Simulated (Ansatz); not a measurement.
# Polymorphs of ZnS told apart by optics

Method, alike for all: Ansatz, LDA, independent particles, without spin-orbit coupling, line width 0.1 eV (Gaussian).

Structure 1:

The structure is hexagonal, space group P6_3mc (No. 186). Conventional cell: a = 3.811 Å, b = 3.811 Å, c = 6.234 Å, α = 90.00°, β = 90.00°, γ = 120.00°. Zn on site b is surrounded by 4 S at 2.31 to 2.40 Å. S on site b has 4 Zn at 2.31 to 2.40 Å as nearest neighbours.

Structure 2:

Symmetry: F-43m, No. 216, cubic system. Conventional cell: a = 5.404 Å, b = 5.404 Å, c = 5.404 Å, α = 90.00°, β = 90.00°, γ = 90.00°. Zn on site c is surrounded by 4 S at 2.34 Å. Around S on site a lie 4 Zn at 2.34 Å.

Spectrum A:

(E (eV), Im ε): (0.00, 0.00), (0.25, 0.00), (0.50, 0.00), (0.75, 0.00), (1.00, 0.00), (1.25, 0.00), (1.50, 0.00), (1.75, 0.02), (2.00, 0.58), (2.25, 0.91), (2.50, 1.12), (2.75, 1.30), (3.00, 1.50), (3.25, 1.77), (3.50, 2.20), (3.75, 3.14), (4.00, 6.70), (4.25, 6.62), (4.50, 6.02), (4.75, 5.63), (5.00, 5.47), (5.25, 5.68), (5.50, 10.15), (5.75, 22.45), (6.00, 13.06), (6.25, 10.75), (6.50, 7.99), (6.75, 6.69), (7.00, 6.68), (7.25, 10.64), (7.50, 8.59), (7.75, 8.35), (8.00, 6.64), (8.25, 5.49), (8.50, 4.62), (8.75, 4.07), (9.00, 3.49), (9.25, 2.98), (9.50, 2.50), (9.75, 2.36), (10.00, 2.41), (10.25, 2.75), (10.50, 2.68), (10.75, 2.27), (11.00, 1.91), (11.25, 1.53), (11.50, 1.50), (11.75, 1.48), (12.00, 1.57)

Spectrum B:

(E (eV), Im ε): (0.00, 0.00), (0.25, 0.00), (0.50, 0.00), (0.75, 0.00), (1.00, 0.00), (1.25, 0.00), (1.50, 0.00), (1.75, 0.00), (2.00, 0.15), (2.25, 0.69), (2.50, 0.91), (2.75, 1.05), (3.00, 1.18), (3.25, 1.32), (3.50, 1.54), (3.75, 3.42), (4.00, 3.99), (4.25, 4.35), (4.50, 6.35), (4.75, 7.47), (5.00, 9.98), (5.25, 12.49), (5.50, 10.71), (5.75, 12.32), (6.00, 8.54), (6.25, 8.65), (6.50, 10.35), (6.75, 12.79), (7.00, 9.80), (7.25, 8.57), (7.50, 7.13), (7.75, 6.22), (8.00, 6.13), (8.25, 5.89), (8.50, 5.87), (8.75, 4.21), (9.00, 3.27), (9.25, 3.31), (9.50, 3.07), (9.75, 3.00), (10.00, 3.29), (10.25, 3.07), (10.50, 2.69), (10.75, 2.13), (11.00, 1.73), (11.25, 1.50), (11.50, 1.49), (11.75, 1.47), (12.00, 1.42)

Match each spectrum to its structure.

B is structure 1 (P6_3mc, 19.6 Å³ an atom): least direct gap 1.99 eV, ε∞ = 6.61 along the first axis, strongest peak along the first axis at 6.79 eV. A is structure 2 (F-43m, 19.7 Å³ an atom): least direct gap 1.86 eV, ε∞ = 6.70 along the first axis, strongest peak along the first axis at 5.76 eV.
